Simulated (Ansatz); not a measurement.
# NaZr2H2: relaxing a made-up structure, part 2 of 2

Starting from a made-up structure for NaZr2H2, the aim is the relaxed cell, its shortest contacts and, where a second run follows, its electronic structure.

Ansatz 0.2.0; DFT, PBEsol, plane-wave PAW, files of the set soft_1, scalar-relativistic, no spin, cell and ions relaxed at zero pressure; PAW set soft_1 (the session's first sound run).

So far: Starting point; Relaxation of the guess. The relaxed cell has a = 3.854, c = 10.833 Å (conventional setting).

## 3. Electronic structure of the relaxed cell

With the geometry fixed, one more self-consistent run, with a narrower smearing and the mesh shown in its input, gives the bands, and its pressure, and its forces where symmetry allows any, show how far the geometry depends on these settings.

This step: DFT, PBEsol, plane-wave PAW, files of the set soft_1, scalar-relativistic, no spin, bands and density of states at the relaxed cell; PAW set soft_1 (Ansatz 0.2.0).

The input, input.yaml:

```yaml
crystal:
  lattice:
    - [-1.9271558238, 1.9271558238, 5.4164571981]
    - [1.9271558238, -1.9271558238, 5.4164571981]
    - [1.9271558238, 1.9271558238, -5.4164571981]
  atoms:
    - { symbol: Zr, position: [0.311743782, 0.311743782, 0.0] }
    - { symbol: Zr, position: [0.688256218, 0.688256218, 0.0] }
    - { symbol: Na, position: [0.0, 0.0, 0.0] }
    - { symbol: H, position: [0.25, 0.75, 0.5] }
    - { symbol: H, position: [0.75, 0.25, 0.5] }
kpoints:
  mp_grid: { grid: [12, 12, 12] }
  band_path:
    path:
      - [[0.0, 0.0, 0.0], [-0.5, 0.5, 0.0], [-0.5, 0.5, -0.06329553], [-0.28164776, 0.28164776, -0.28164776], [0.0, 0.0, 0.0], [0.5, 0.5, -0.5], [0.28164776, 0.71835224, -0.71835224], [0.0, 0.5, -0.5], [-0.25, 0.75, -0.25], [0.06329553, 0.93670447, -0.5], [0.5, 0.5, -0.5]]
      - [[-0.5, 0.5, 0.0], [-0.25, 0.75, -0.25]]
    npoints: 7
scf:
  occupations: { method: fermi_dirac, width: 0.03 }
  n_extra_bands: 9
hamiltonian:
  xc: pbesol
  pseudopotentials: { kind: paw, azcp: { folder: soft_1 }, xc_functional: pbe }
output:
  forces: true
  stress: true
  write_bands: true
  dos: { projected: true }
  write_density: true
  write_potential: true
  elf: true
  volumetric_format: npy
```

Run with:

```bash
> ansatz run input.yaml --threads 4 --pin off --max-ram 8192MiB --backend cpu --events-out ev --progress --plain --runs-dir out
```

Numbers of over 12 decimals in the logs are rounded to 6 here.

Log:

```text
[...]
Crystal: 5 atoms, lattice volume = 80.465 Å³
Basis set: ecut = 420 eV, 1567 PW (Γ), exchange–correlation on 90×90×90 points (8 copies of the dense FFT grid, shifted against one another)
Bands: 27, of which v1, the nominal top of the filled ones, is band 18 counted from 1 (17 counted from 0)
Symmetry: 16 space group operations
[...]
k-points: 163 of 1728
[...]
SCF iter   1: F=—  HF=-9765.568803 eV  |F-HF|=—  |Δ(HF+E_count)|=         —  Δρ=4.89e-2  dr2=3.60e0  ethr=3.10e-3  ⟨swp⟩=6.0  Hψ=18362  notcnv=0
[...]
SCF iter   9: F=-9764.464246 eV  HF=-9764.464246 eV  |F-HF|=1.69e-9  |Δ(HF+E_count)|=  8.20e-10  Δρ=2.78e-6  dr2=8.93e-9  ethr=2.86e-10  ⟨swp⟩=14.3  Hψ=25054  notcnv=0
SCF 1 converged in 9 iterations: F = -9764.464246 eV  dr2 = 8.93e-9
[...]
NSCF: frozen V_eff on 79 k-points
SCF converged after 9 iterations
Free energy (F): -9764.464246 eV
[...]
Internal energy: -9764.454340 eV  (E = F + TS)
E sigma→0 (E₀):  -9764.459293 eV
Entropy (-TS):   -0.009906 eV (-1.981 meV/atom)
Fermi energy:    8.975461 eV
[...]
--- Forces (eV/Å), atoms counted from 1 ---
  atom   1  Zr     0.00000000     0.00000000    -0.01509955
  atom   2  Zr    -0.00000000     0.00000000     0.01509955
  atom   3  Na    -0.00000000     0.00000000    -0.00000000
  atom   4  H     -0.00000000    -0.00000000    -0.00000000
  atom   5  H      0.00000000    -0.00000000     0.00000000
  max |Σ_I F_I| component: 1.02e-17 eV/Å
--- Stress (GPa, compression-positive) ---
        0.009716       0.000000      -0.000000
        0.000000       0.009716       0.000000
       -0.000000       0.000000      -0.049785
  P = ⅓ Tr σ = -0.0101 GPa (-0.101 kbar)
--- Band table (eV; the first three rows and the last of 163) ---
  k-point 0: bands = [... 14 lower, 7.0843, 7.4581, 9.2068, 10.0979, 10.0979, 10.4442, 10.4442, 10.4826, ... 5 higher]
  k-point 1: bands = [... 14 lower, 7.0731, 7.4844, 8.9703, 9.7365, 9.9873, 10.1068, 10.8249, 11.2445, ... 5 higher]
  k-point 2: bands = [... 14 lower, 6.9993, 7.6039, 8.8127, 9.1567, 9.5672, 10.1379, 11.3099, 11.8891, ... 5 higher]
  k-point 162: bands = [... 14 lower, 6.2203, 8.2007, 9.2317, 9.8958, 9.8958, 10.8653, 10.9168, 10.9344, ... 5 higher]
```

Wall time 6.9 s (4 threads of Intel Xeon Platinum 8488C (Sapphire Rapids), shared host); peak memory 0.68 GiB; 26 s of CPU time.

This step gave:

| Quantity | Value |
| --- | --- |
| free energy | -9764.4642 eV |
| energy at zero smearing | -9764.4593 eV |
| smearing term TS | 0.009906 eV |
| Fermi energy | 8.975 eV |
| pressure | -0.01012 GPa |

From bands.tsv, the bands that come nearest the Fermi level along the path, at its corners, in eV from the Fermi level:

| point | band 14 | band 15 | band 16 | band 17 | band 18 | band 19 | band 20 | band 21 |
| --- | --- | --- | --- | --- | --- | --- | --- | --- |
| Γ | -6.62 | -1.89 | -1.52 | 0.23 | 1.12 | 1.12 | 1.47 | 1.47 |
| X | -4.62 | -1.85 | -1.44 | -0.57 | 0.50 | 0.57 | 0.95 | 2.28 |
| Y | -4.72 | -1.75 | -1.43 | -0.78 | 0.48 | 0.54 | 0.87 | 2.38 |
| S | -6.01 | -1.69 | -0.52 | -0.49 | -0.35 | -0.21 | 2.05 | 2.56 |
| Γ | -6.62 | -1.89 | -1.52 | 0.23 | 1.12 | 1.12 | 1.47 | 1.47 |
| Z | -6.64 | -2.76 | -0.77 | 0.26 | 0.92 | 0.92 | 1.89 | 1.94 |
| S1 | -6.01 | -1.69 | -0.52 | -0.49 | -0.35 | -0.21 | 2.05 | 2.56 |
| N | -6.03 | -1.61 | -0.78 | -0.47 | -0.43 | 0.13 | 2.14 | 2.31 |
| P | -4.62 | -1.69 | -1.62 | -0.28 | -0.28 | 0.96 | 1.65 | 1.65 |
| Y1 | -4.72 | -1.75 | -1.43 | -0.78 | 0.48 | 0.54 | 0.87 | 2.38 |
| Z | -6.64 | -2.76 | -0.77 | 0.26 | 0.92 | 0.92 | 1.89 | 1.94 |
| X | -4.62 | -1.85 | -1.44 | -0.57 | 0.50 | 0.57 | 0.95 | 2.28 |
| P | -4.62 | -1.69 | -1.62 | -0.28 | -0.28 | 0.96 | 1.65 | 1.65 |

Counts of states for the cell as run, both spins, by energy window (eV from the Fermi level): Near the top, bands beyond those computed are missing, so counts there can be too low.

| from | to | total |
| --- | --- | --- |
| -8 | -7 | 0.30 |
| -7 | -6 | 1.58 |
| -6 | -5 | 1.80 |
| -5 | -4 | 0.32 |
| -4 | -3 | 0.00 |
| -3 | -2 | 0.76 |
| -2 | -1 | 2.36 |
| -1 | 0 | 3.88 |
| 0 | 1 | 3.19 |
| 1 | 2 | 2.23 |
| 2 | 3 | 3.31 |
| 3 | 4 | 3.97 |
| 4 | 5 | 2.21 |
| 5 | 6 | 1.02 |

A further 24.0 states lie below the table's range.

Valence density in the ab plane of the cell as run, not the conventional one, at fractional z = 0.000, with atoms of Zr and Na within 0.2 Å of it. It is the smooth field of the valence electrons, not physical close to the nuclei.

Ten steps, logarithmic in the rise over the least value, from '_' (0 e/Å³) to '@' (19 e/Å³), each cell a mean:
```
@@%%==________..........______::##
****==..______..::--::::..______::
..::..________..::==++==--..______
________________::++****++--..____
________________::==******++--..__
________________..--++******==::..
....______________..--++****++::..
....::::..__________..--==++==--..
..::--====::..________..::::::::..
..::==++**++--..____________......
__..--++****++--..________________
__..::++******++::________________
____..--++******==..______________
______..--++++++==::__________..__
::______..::--==--::________..====
##--______....::::....______::**%%
@@##::________........______..**@@
```
Columns run along a (6.1 Å), rows up along b (6.1 Å). Atoms in or near the plane, at fractional coordinates: Zr at (0.31, 0.31), Zr at (0.69, 0.69), Na at (0.00, 0.00).

Electrostatic potential energy in the ab plane of the cell as run, not the conventional one, at fractional z = 0.000, with atoms of Zr and Na within 0.2 Å of it. With pseudopotentials it is smooth inside the atoms' cores, unlike the true potential.

Ten even steps from '0' (-55 eV) to '9' (11 eV), each cell a mean:
```
00699999999999983
43699999877899998
98899999743479999
99999999731136999
99999999840003799
99999999962001489
99999999986201379
99888999998643479
98655789999987789
98521268999999999
99620026899999999
99840002799999999
99973001589999999
99997422589999999
89999865689999866
27999998899999830
02899999999999940
```
Columns run along a (6.1 Å; values clipped at the 3rd and 97th percentile), rows up along b (6.1 Å). Atoms in or near the plane, at fractional coordinates: Zr at (0.31, 0.31), Zr at (0.69, 0.69), Na at (0.00, 0.00).

ELF in the ab plane of the cell as run, not the conventional one, at fractional z = 0.000, with atoms of Zr and Na within 0.2 Å of it. It is the smooth field of the valence electrons, not physical close to the nuclei.

Ten even steps from '0' (0.04) to '9' (0.79), each cell a mean:
```
46501543222344026
66510332344223302
13200222589742330
10000221599885234
53111331388368424
54322453159538723
43211255326989942
23332125532589842
22687522553135532
22799962255311223
42597696225532234
53387169512432235
44248779721210001
03324899831210010
20232357632310255
63034322233430366
36204542224551164
```
Columns run along a (6.1 Å), rows up along b (6.1 Å). Atoms in or near the plane, at fractional coordinates: Zr at (0.31, 0.31), Zr at (0.69, 0.69), Na at (0.00, 0.00).

## 4. What came out

```json
{"space group, relaxed": "I4/mmm", "conventional cell": "a = 3.854, b = 3.854, c = 10.833 Å; α = 90.0°, β = 90.0°, γ = 90.0°", "volume per atom": "16.09 Å³ (guess 16.52)"}
```

**Reading.** NaZr2H2 relaxes to I4/mmm with a = 3.854, b = 3.854 and c = 10.833 Å. The guessed volume was 3 % too large. The space group I4/mmm was held in the relaxation, so the end point is a stationary structure within it and may be a saddle against distortions or other arrangements. Bands cross the Fermi level, so it is a metal or semimetal at this level. The electron count is odd, which forces that without spin polarisation or a larger cell. On the 12×12×12 mesh with the narrower smearing (relaxed on 10×10×10) the largest force component is 0.015 eV/Å and the largest stress component is 0.050 GPa, against the relaxation's thresholds of 0.015 eV/Å and 0.05 GPa. The cutoff wasn't tested. A vector of the cell changed its length by 13 %, more than the volume shows. No dispersion term is used, so weakly bound directions may come out too long. Nothing here tests whether the compound is stable against decomposition.

[Logs are printed without paths, hosts, clocks, repeated set-up lines and the standing remarks that a program may print on its own settings, such as how far it seeks lower states.]

[Hosts, paths, dates, database ids (printed as entryN), source tags and the programs' standing remarks are cut or masked in the printed files.]
